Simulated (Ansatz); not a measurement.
# Na2CaBr4: complex band structure

Wanted: the relaxed cell of Na2CaBr4, its band edges and its decay constants. It is built by putting Na for Cs in the Cs2CaBr4 structure of space group I4/mmm, with the volume rescaled by atomic radii. The parent structure comes from the Materials Project.

Main program and level: Ansatz 0.2.0; r2SCAN DFT, plane waves, PAW files, in the first sound run; inputs show where later runs differ.

Most raw output is cut from this account.

The structure was built from a prototype and need not be the compound's stable phase.

## (1) The starting structure

It takes space group I4/mmm (No. 139, tetragonal). The conventional cell has a = 5.142 Å, b = 5.142 Å, c = 16.408 Å, α = 90.00°, β = 90.00°, γ = 90.00°. Nearest to Na lie 9 Br at 3.25 to 3.65 Å. Ca has 6 Br at 2.57 to 2.62 Å nearest. Nearest to Br lie 1 Ca at 2.62 Å and 5 Na at 3.25 to 3.65 Å. Nearest to Br lie 2 Ca at 2.57 Å and 4 Na at 3.47 Å. It derives from Cs2CaBr4. Na for Cs in the Cs2CaBr4 structure of space group I4/mmm. Farther neighbours and most contacts between anions are not listed.

## (2) Cell and atoms at rest

The substituted atoms don't fit the parent's cell, so cell and atoms relax together. A small smearing keeps the run stable in case the gap closes on the way.

Input file input.yaml:

```yaml
crystal:
  lattice:
    - [-2.5710213291, 2.5710213291, 8.2041626038]
    - [2.5710213291, -2.5710213291, 8.2041626038]
    - [2.5710213291, 2.5710213291, -8.2041626038]
  atoms:
    - { symbol: Na, position: [0.3578366, 0.3578366, 0.0] }
    - { symbol: Na, position: [0.6421634, 0.6421634, 0.0] }
    - { symbol: Ca, position: [0.0, 0.0, 0.0] }
    - { symbol: Br, position: [0.15967975, 0.15967975, 0.0] }
    - { symbol: Br, position: [0.84032025, 0.84032025, 0.0] }
    - { symbol: Br, position: [0.5, 0.0, 0.5] }
    - { symbol: Br, position: [0.0, 0.5, 0.5] }
kpoints:
  mp_grid: { grid: [6, 6, 6] }
scf:
  occupations: { method: gaussian, width: 0.03 }
hamiltonian:
  xc: r2scan
output:
  forces: true
  stress: true
relax:
  f_tol: 0.02
  max_steps: 60
  cell: {}
```

Started as:

```console
$ ansatz run input.yaml --threads 2 --pin off --max-ram 4096MiB --backend cpu --events-out ev --progress --plain --runs-dir out
```

Wall time 30 s (2 threads of AMD EPYC 9R45, shared host); peak memory 1.2 GiB.

The steps of the relaxation:

```tsv
step	energy less that of the first step (eV)	largest force component (eV/Å)	pressure (GPa)	volume (Å³)
1	0.0000	1.9385	5.45	216.92
2	-0.8511	0.4641	1.44	233.65
3	-1.1125	0.0631	0.28	240.90
4	-1.1602	0.2683	0.18	239.03
5	-1.1724	0.0768	-0.08	240.60
6	-1.1763	0.0199	-0.07	242.08
7	-1.1766	0.0085	-0.03	241.73
8*	-1.1807	0.0085	-0.03	241.73
```

Relaxation steps marked * repeat the geometry before them on a plane-wave basis chosen anew for their cell, so energy and pressure can jump there.

Forces are held to the 16 operations that the run works with; a distortion that breaks them can't arise in this run.

```tsv
conventional cell, symmetrised	before	after	change
a (Å)	5.142	5.624	+9.4 %
b (Å)	5.142	5.624	+9.4 %
c (Å)	16.408	15.285	-6.8 %
volume (Å³/atom)	30.99	34.53	+11.4 %
```

The atoms that moved most (Å, as changes of fractional coordinates times the final cell):

```tsv
atom	dx	dy	dz	length
Br4	0.000	0.000	0.369	0.369
Br5	0.000	0.000	-0.369	0.369
Na1	0.000	0.000	0.088	0.088
Na2	0.000	0.000	-0.088	0.088
```

This step gave:

* free energy: -15983.3427 eV
* Fermi energy: 2.659 eV
* pressure: -0.02675 GPa

The largest force component on a free atom ends at 0.0085 eV/Å.

## (3) Band edges

The energy window and the wavevectors of the next steps follow from the band edges, so these are searched first, off the mesh as well.

Input file input.yaml:

```yaml
crystal:
  lattice:
    - [-2.8119613841, 2.8119613841, 7.6427169864]
    - [2.8119613841, -2.8119613841, 7.6427169864]
    - [2.8119613841, 2.8119613841, -7.6427169864]
  atoms:
    - { symbol: Na, position: [0.3636101403, 0.3636101403, 0.0] }
    - { symbol: Na, position: [0.6363898597, 0.6363898597, 0.0] }
    - { symbol: Ca, position: [0.0, 0.0, 0.0] }
    - { symbol: Br, position: [0.1838023168, 0.1838023168, 0.0] }
    - { symbol: Br, position: [0.8161976832, 0.8161976832, 0.0] }
    - { symbol: Br, position: [0.5, 0.0, 0.5] }
    - { symbol: Br, position: [0.0, 0.5, 0.5] }
kpoints:
  mp_grid: { grid: [6, 6, 6] }
  band_path: { path: [VBM, CBM], npoints: 30 }
scf:
  occupations: { method: fixed }
hamiltonian:
  xc: r2scan
output:
  eigenvalues: true
  write_potential: true
  write_density: true
  volumetric_format: npy
  elf: true
```

The job ended after 13 s (2 threads; peak memory 1.5 GiB; 26 s of CPU time).

This step gave:

```
Fermi energy        : 0.7359 eV
gap on the k-mesh   : 3.845 eV
gap on path         : 3.845 eV, by band count; negative where bands overlap
direct gap on path  : 3.998 eV
edge places on path : 0, 0.7900 1/A along the path
```

Electronic bands along the path, in eV, zero at the Fermi level (highest filled level under fixed occupations); v1 is the highest filled band, c1 the lowest empty one:

```tsv
point	v4	v3	v2	v1	c1	c2	c3	c4
VBM	-0.94	-0.52	-0.30	0.00	5.45	6.37	6.49	6.66
halfway	-0.61	-0.60	-0.41	-0.22	4.95	5.79	5.93	6.01
CBM	-0.83	-0.64	-0.15	-0.15	3.85	4.87	5.60	5.60
```

Electrostatic potential energy in the ab plane of the cell as run, not the conventional one, at fractional z = 0.000, with atoms of Na and Ca and Br within 0.2 Å of it. With pseudopotentials it is smooth inside the atoms' cores, unlike the true potential.

Ten even steps from '0' (-70 eV) to '9' (7 eV), each cell a mean:
```
015899999999999999999862
335789999999999986568986
766889999999999984114898
988899999999999995000489
999999999999999997100169
999999999999888999610159
999999999999875789975469
999999999999861158999889
999999999999972017999999
999999999999986215899999
999999999999998767899999
999999999999999988899999
999999878899999999999999
999999743689999999999999
999999830168999999999999
999999961038999999999999
987689986347999999999999
973126999878999999999999
983001699999999999999999
996100289999999999999889
898510169999999999998878
689863379999999999998655
268998789999999999998631
026899999999999999999730
```
Columns run along a (8.6 Å; values clipped at the 3rd and 97th percentile), rows up along b (8.6 Å). Atoms in or near the plane, at fractional coordinates: Na at (0.36, 0.36), Na at (0.64, 0.64), Ca at (0.00, 0.00), Br at (0.18, 0.18), Br at (0.82, 0.82).

ELF in the ab plane of the cell as run, not the conventional one, at fractional z = 0.000, with atoms of Na and Ca and Br within 0.2 Å of it. It is the smooth field of the valence electrons, not physical close to the nuclei.

Ten even steps from '_' (0.00) to '@' (0.88), each cell a mean:
```
@@@@@@==__::++####**--____..**%%@@@@@@%%==..##@@
@@@@@@++____..::----..____..**%%@@@@@@@@@@++::##
++####==__________________..++%%@@@@++++%%@@++..
....::..____________________--##@@@@::__::%%@@==
--____________________________--%%@@**____++@@%%
##::____________________..--::__--%%@@**::++@@@@
%%==____________________--****++..--%%@@@@@@@@@@
%%++..__________________::**++++++..--%%@@@@@@@@
##++::____________________++++::++++__--##%%%%%%
++==..____________________::++++++**::__--++****
....________________________::++****--____......
________________________________::--..__________
____________==++==..____________________________
======::____++******::______________________..--
##%%%%##==__--**--==**..____________________--**
%%@@@@@@%%==__++==--**==____________________--##
@@@@@@@@@@@@--..++****++____________________::##
@@@@%%**##@@@@--__--++==____________________..++
%%@@%%..__==@@@@==____________________________::
==%%@@==____##@@%%==____________________________
..==%%%%==..**@@@@##::__________________..==++==
**::==%%@@%%%%@@@@%%==______..::..______::##@@@@
@@##::==%%@@@@@@@@%%==____..==++++==::__..##@@@@
%%@@**..==%%@@@@%%##==____..++##%%%%##--..++@@@@
```
Columns run along a (8.6 Å), rows up along b (8.6 Å). Atoms in or near the plane, at fractional coordinates: Na at (0.36, 0.36), Na at (0.64, 0.64), Ca at (0.00, 0.00), Br at (0.18, 0.18), Br at (0.82, 0.82).

Valence density in the ab plane of the cell as run, not the conventional one, at fractional z = 0.000, with atoms of Na and Ca and Br within 0.2 Å of it. It is the smooth field of the valence electrons, not physical close to the nuclei.

Values in e/Å³, 13 rows by 16 columns, each cell a mean:
```
 5  3  0  0  0  0  0  0  0  0  0  1  1  0  0  2
 1  1  0  0  0  0  0  0  0  0  0  1  1  1  1  0
 0  0  0  0  0  0  0  0  0  0  0  1  1  0  1  0
 0  0  0  0  0  0  0  0  0  3  2  0  1  1  1  1
 0  0  0  0  0  0  0  0  0  7 15  3  0  0  0  0
 0  0  0  0  0  0  0  0  0  0  4  3  0  0  0  0
 0  0  0  0  0  0  0  0  0  0  0  0  0  0  0  0
 0  0  0  0  2  9  4  0  0  0  0  0  0  0  0  0
 0  0  0  0  0  7 12  2  0  0  0  0  0  0  0  0
 0  1  1  1  0  0  1  1  0  0  0  0  0  0  0  0
 0  1  1  0  1  0  0  0  0  0  0  0  0  0  0  0
 1  0  1  1  1  1  0  0  0  0  0  0  0  0  1  2
 5  1  0  0  0  0  0  0  0  0  0  0  0  0  1  5
```
Columns run along a (8.6 Å), rows up along b (8.6 Å). Atoms in or near the plane, at fractional coordinates: Na at (0.36, 0.36), Na at (0.64, 0.64), Ca at (0.00, 0.00), Br at (0.18, 0.18), Br at (0.82, 0.82).

The searched edges give 3.85 eV, as on the mesh.

## (4) Complex bands

This step: r2SCAN DFT, plane waves, PAW files; complex bands by layer matching along the plane's normal (Ansatz 0.2.0).

The same crystal is laid in a cell whose first two vectors span the (001) plane (indices of the standard conventional cell, whose axes can be ordered otherwise than in the bulk input). At fixed energy and wavevector in the plane the solver finds all kz, real and complex. A few wavevectors are listed, (0, 0), (-0.5, -0.5) and (0.5, 0) in units of the plane's reciprocal vectors; the slowest state needn't be among them.

Input file input.yaml:

```yaml
crystal:
  lattice:
    - [5.623922768, 0.0, 0.0]
    - [0.0, 5.623922768, 0.0]
    - [2.811961384, 2.811961384, 7.642716986]
  atoms:
    - { symbol: Na, position: [0.6363898597, 0.6363898597, 0.7272202806] }
    - { symbol: Na, position: [0.3636101403, 0.3636101403, 0.2727797194] }
    - { symbol: Ca, position: [0.0, 0.0, 0.0] }
    - { symbol: Br, position: [0.8161976832, 0.8161976832, 0.3676046336] }
    - { symbol: Br, position: [0.1838023168, 0.1838023168, 0.6323953664] }
    - { symbol: Br, position: [0.0, 0.5, 0.0] }
    - { symbol: Br, position: [0.5, 0.0, 0.0] }
kpoints:
  mp_grid: { grid: [4, 4, 4] }
scf:
  occupations: { method: fixed }
hamiltonian:
  xc: r2scan
output:
  eigenvalues: true
  transmission:
    leads: [[0, 0]]
    kpoints: [[0.0, 0.0], [-0.5, -0.5], [0.5, 0.0]]
    e_range: [-1.0, 4.85]
    de: 0.15
```

The job ended after 51 s (2 threads; peak memory 1.7 GiB; 83 s of CPU time).

Numbers from this step:

| Quantity | Value |
| --- | --- |
| free energy | -15983.3426 eV |
| level to which the leads are filled | 1.923 eV from the Fermi level |
| decay constant at the filling level, zone centre | 0.3544 Å⁻¹ |
| decay constant at the filling level, slowest listed point | 0.3544 Å⁻¹ |

K parallel (0, 0); values up to 1.5 1/Å, a degenerate pair printed once or twice; energies at which all values exceed this have no row. The Im kz of the slowest decaying states by energy, zero at the highest filled level on the SCF mesh:

```tsv
energy (eV)	decay 1 (Å⁻¹)	decay 2 (Å⁻¹)	decay 3 (Å⁻¹)	decay 4 (Å⁻¹)
-1.00	0.0582	0.257	0.412	0.700
-0.55	0.0828	0.134	0.473	0.774
-0.10	0.151	0.276	0.503	0.801
0.05	0.281	0.298	0.509	0.805
0.20	0.316	0.356	0.514	0.808
0.65	0.348	0.486	0.521	0.809
1.10	0.361	0.519	0.558	0.802
1.55	0.361	0.511	0.601	0.789
2.00	0.349	0.498	0.627	0.772
2.30	0.335	0.485	0.637	0.758
2.75	0.303	0.462	0.642	0.734
3.20	0.251	0.432	0.638	0.706
3.65	0.152	0.392	0.626	0.675
3.95	0.358	0.612	0.652	0.690
4.40	0.111	0.277	0.584	0.614
4.85	0.224	0.333	0.543	0.565
```

K parallel (-0.5, -0.5); values up to 1.5 1/Å, a degenerate pair printed once or twice; energies at which all values exceed this have no row. Table of Im kz of the slowest decaying states by energy, zero at the highest filled level on the SCF mesh:

```tsv
energy (eV)	decay 1 (Å⁻¹)	decay 2 (Å⁻¹)	decay 3 (Å⁻¹)	decay 4 (Å⁻¹)
-1.00	0.0372	0.316	1.13	1.20
-0.70	0.417	1.16	1.21	1.29
-0.55	0.444	1.13	1.24	1.28
-0.25	0.479	1.09	1.27	1.27
-0.10	0.491	1.07	1.26	1.27
0.05	0.142	0.501	1.04	1.26
0.20	0.280	0.509	1.01	1.25
0.35	0.369	0.515	0.981	1.24
0.65	0.509	0.523	0.908	1.23
0.80	0.525	0.580	0.858	1.22
1.10	0.527	0.732	1.20	1.28
1.40	0.526	0.738	1.18	1.27
1.55	0.524	0.739	1.17	1.27
1.85	0.519	0.737	1.15	1.26
2.00	0.515	0.735	1.14	1.25
2.30	0.506	0.728	1.12	1.24
2.45	0.500	0.723	1.11	1.24
2.75	0.487	0.712	1.08	1.22
3.05	0.472	0.698	1.06	1.21
3.20	0.463	0.690	1.05	1.20
3.50	0.443	0.672	1.02	1.18
3.65	0.431	0.662	1.01	1.18
3.95	0.406	0.631	0.649	0.981
4.10	0.392	0.619	0.637	0.966
4.40	0.358	0.602	0.936	1.13
4.55	0.338	0.587	0.920	1.12
4.85	0.290	0.555	0.887	1.10
```

K parallel (0.5, 0); values up to 1.5 1/Å, a degenerate pair printed once or twice; energies at which all values exceed this have no row. Im kz of the slowest decaying states against energy, zero at the highest filled level on the SCF mesh:

```tsv
energy (eV)	decay 1 (Å⁻¹)	decay 2 (Å⁻¹)	decay 3 (Å⁻¹)	decay 4 (Å⁻¹)
-1.00	0.597	0.675	1.29	-
-0.70	0.103	0.473	0.684	1.27
-0.55	0.372	0.685	1.26	-
-0.25	0.487	0.680	1.24	-
-0.10	0.236	0.558	0.675	1.22
0.05	0.327	0.600	0.668	1.21
0.20	0.392	0.629	0.658	1.20
0.35	0.447	0.646	0.650	1.19
0.65	0.537	0.619	0.678	1.16
0.80	0.572	0.608	0.688	1.14
1.10	0.595	0.622	0.700	1.11
1.40	0.592	0.650	0.706	1.08
1.55	0.592	0.659	0.707	1.07
1.85	0.594	0.670	0.705	1.04
2.00	0.595	0.672	0.703	1.02
2.30	0.596	0.671	0.696	0.993
2.45	0.595	0.668	0.691	0.979
2.75	0.593	0.655	0.680	0.954
3.05	0.589	0.634	0.666	0.934
3.20	0.585	0.621	0.657	0.926
3.50	0.574	0.590	0.639	0.912
3.65	0.566	0.573	0.629	0.907
3.95	0.535	0.547	0.605	0.898
4.10	0.515	0.535	0.593	0.894
4.40	0.472	0.508	0.564	0.886
4.55	0.448	0.492	0.548	0.882
4.85	0.395	0.456	0.511	0.875
```

At the listed wavevectors the last open channel is at -0.10 eV and the next at +3.95 eV on the grid. At +1.85 eV, the grid energy nearest the filling level (the middle of the gap on the SCF mesh), the slowest state at the listed wavevectors decays with κ = 0.354 Å⁻¹, its amplitude falling by e over 2.8 Å. Through 1 nm of this crystal that state's transmission falls by exp(−2 × 0.354 Å⁻¹ × 10 Å) = 8.4e-4.

## (5) Band edges at another level, cutoff 420 eV

This step: PBEsol DFT, plane waves, PAW files (Ansatz 0.2.0).

The edges again with PBEsol, at the same atoms. Against that run the cutoff is 420 eV against 500.

Input file input.yaml:

```yaml
crystal:
  lattice:
    - [-2.8119613841, 2.8119613841, 7.6427169864]
    - [2.8119613841, -2.8119613841, 7.6427169864]
    - [2.8119613841, 2.8119613841, -7.6427169864]
  atoms:
    - { symbol: Na, position: [0.3636101403, 0.3636101403, 0.0] }
    - { symbol: Na, position: [0.6363898597, 0.6363898597, 0.0] }
    - { symbol: Ca, position: [0.0, 0.0, 0.0] }
    - { symbol: Br, position: [0.1838023168, 0.1838023168, 0.0] }
    - { symbol: Br, position: [0.8161976832, 0.8161976832, 0.0] }
    - { symbol: Br, position: [0.5, 0.0, 0.5] }
    - { symbol: Br, position: [0.0, 0.5, 0.5] }
kpoints:
  mp_grid: { grid: [6, 6, 6] }
  band_path: { path: [VBM, CBM], npoints: 30 }
scf:
  occupations: { method: fixed }
hamiltonian:
  xc: pbesol
output:
  eigenvalues: true
```

The job ended after 5.3 s (2 threads; peak memory 0.59 GiB; 10 s of CPU time).

This step gave:

* free energy: -15702.7064 eV
* Fermi energy: 1.025 eV
* gap on the k-mesh: 3.085 eV
* gap on path: 3.085 eV, by band count; negative where bands overlap
* direct gap on path: 3.236 eV

The electronic bands at the labelled points (eV, zero at the Fermi level (highest filled level under fixed occupations); v1 is the highest filled band, c1 the lowest empty one):

```tsv
point	v4	v3	v2	v1	c1	c2	c3	c4
VBM	-0.89	-0.52	-0.32	0.00	4.72	5.57	5.84	6.01
halfway	-0.62	-0.59	-0.42	-0.23	4.21	5.13	5.25	5.36
CBM	-0.84	-0.63	-0.15	-0.15	3.09	4.23	4.95	4.95
```

The searched edges give 3.09 eV, as on the mesh.

For the gap on path, step 3 gave 3.85 eV; this run, with PBEsol and cutoff 420 eV, gives 3.09 eV.

## (6) Complex bands at another level, cutoff 420 eV

This step: PBEsol DFT, plane waves, PAW files; complex bands by layer matching along the plane's normal (Ansatz 0.2.0).

The complex bands at that level, over its own gap, at (0, 0) and (-0.5, -0.5).

Input file input.yaml:

```yaml
crystal:
  lattice:
    - [5.623922768, 0.0, 0.0]
    - [0.0, 5.623922768, 0.0]
    - [2.811961384, 2.811961384, 7.642716986]
  atoms:
    - { symbol: Na, position: [0.6363898597, 0.6363898597, 0.7272202806] }
    - { symbol: Na, position: [0.3636101403, 0.3636101403, 0.2727797194] }
    - { symbol: Ca, position: [0.0, 0.0, 0.0] }
    - { symbol: Br, position: [0.8161976832, 0.8161976832, 0.3676046336] }
    - { symbol: Br, position: [0.1838023168, 0.1838023168, 0.6323953664] }
    - { symbol: Br, position: [0.0, 0.5, 0.0] }
    - { symbol: Br, position: [0.5, 0.0, 0.0] }
kpoints:
  mp_grid: { grid: [4, 4, 4] }
scf:
  occupations: { method: fixed }
hamiltonian:
  xc: pbesol
output:
  eigenvalues: true
  transmission:
    leads: [[0, 0]]
    kpoints: [[0.0, 0.0], [-0.5, -0.5]]
    e_range: [-1.0, 4.09]
    de: 0.13
```

The job ended after 22 s (2 threads; peak memory 1.1 GiB).

This step gave:

```
free energy                                               : -15702.7061 eV
level to which the leads are filled                       : 1.543 eV from the Fermi level
decay constant at the filling level, zone centre          : 0.3096 Å⁻¹
decay constant at the filling level, slowest listed point : 0.3096 Å⁻¹
```

K parallel (0, 0); values up to 1.5 1/Å, a degenerate pair printed once or twice; energies at which all values exceed this have no row. The Im kz of the slowest decaying states by energy, zero at the highest filled level on the SCF mesh:

```tsv
energy (eV)	decay 1 (Å⁻¹)	decay 2 (Å⁻¹)	decay 3 (Å⁻¹)	decay 4 (Å⁻¹)
-1.00	0.0293	0.243	0.386	0.673
-0.61	0.0635	0.443	0.748	0.936
-0.22	0.234	0.471	0.777	0.948
0.04	0.267	0.274	0.481	0.786
0.43	0.307	0.422	0.488	0.789
0.82	0.321	0.488	0.503	0.785
1.21	0.321	0.481	0.553	0.776
1.60	0.310	0.469	0.585	0.762
1.86	0.296	0.458	0.598	0.751
2.25	0.263	0.436	0.609	0.731
2.64	0.208	0.408	0.611	0.708
3.03	0.0812	0.372	0.605	0.682
3.29	0.340	0.596	0.663	0.704
3.68	0.129	0.260	0.576	0.631
4.07	0.221	0.546	0.590	0.596
```

K parallel (-0.5, -0.5); values up to 1.5 1/Å, a degenerate pair printed once or twice; energies at which all values exceed this have no row. Im kz of the slowest decaying states against energy, zero at the highest filled level on the SCF mesh:

```tsv
energy (eV)	decay 1 (Å⁻¹)	decay 2 (Å⁻¹)	decay 3 (Å⁻¹)	decay 4 (Å⁻¹)
-1.00	0.304	1.15	1.18	1.26
-0.74	0.392	1.14	1.17	1.26
-0.48	0.0434	0.435	1.10	1.23
-0.22	0.462	1.06	1.23	1.25
0.04	0.126	0.478	1.01	1.22
0.30	0.341	0.489	0.961	1.21
0.56	0.471	0.495	0.895	1.19
0.82	0.498	0.609	0.793	1.18
1.08	0.497	0.710	1.16	1.26
1.34	0.494	0.714	1.14	1.25
1.60	0.489	0.713	1.12	1.25
1.73	0.485	0.711	1.11	1.24
1.99	0.476	0.706	1.09	1.23
2.25	0.465	0.697	1.07	1.22
2.51	0.451	0.687	1.05	1.21
2.77	0.435	0.673	1.03	1.20
3.03	0.416	0.658	1.00	1.18
3.29	0.394	0.640	0.979	1.17
3.55	0.368	0.619	0.953	1.15
3.81	0.336	0.587	0.606	0.925
4.07	0.296	0.570	0.896	1.12
```

At the listed wavevectors the last open channel is at -0.09 eV and the next at +3.16 eV on the grid. At +1.60 eV, the grid energy nearest the filling level (the middle of the gap on the SCF mesh), the slowest state at the listed wavevectors decays with κ = 0.310 Å⁻¹, its amplitude falling by e over 3.2 Å; the first such run, plane (001), gave 0.354 Å⁻¹ over as many of its listed wavevectors.

## (7) Results

```
band gap                                         : 3.85 eV
least decay constant at mid-gap, normal to (001) : 0.354 Å⁻¹
least decay constant, PBEsol                     : 0.310 Å⁻¹
```

What this shows: With r2SCAN, the slowest decay at the wavevectors tried is κ = 0.354 Å⁻¹, normal to (001). Through such a film the transmission near mid-gap falls as exp(−2κd), a factor of ten every 3.2 Å. A free electron under a barrier of half the gap would need a mass of 0.25 mₑ to decay at this rate. With PBEsol the gap goes from 3.85 to 3.09 eV and the decay constant, over the first 2 listed wavevectors, from 0.354 to 0.310 Å⁻¹. The compound is made up by substitution; its stability against other phases and against distortions of the cell's symmetry was not tested. r2SCAN still narrows gaps, if less than LDA and GGA do, so real decay constants are likely larger.

[Logs are printed without paths, hosts, clocks, repeated set-up lines and the standing remarks that a program may print on its own settings, such as how far it seeks lower states.]

[Hosts, paths, dates, database ids (printed as entryN), source tags and the programs' standing remarks are cut or masked in the printed files.]
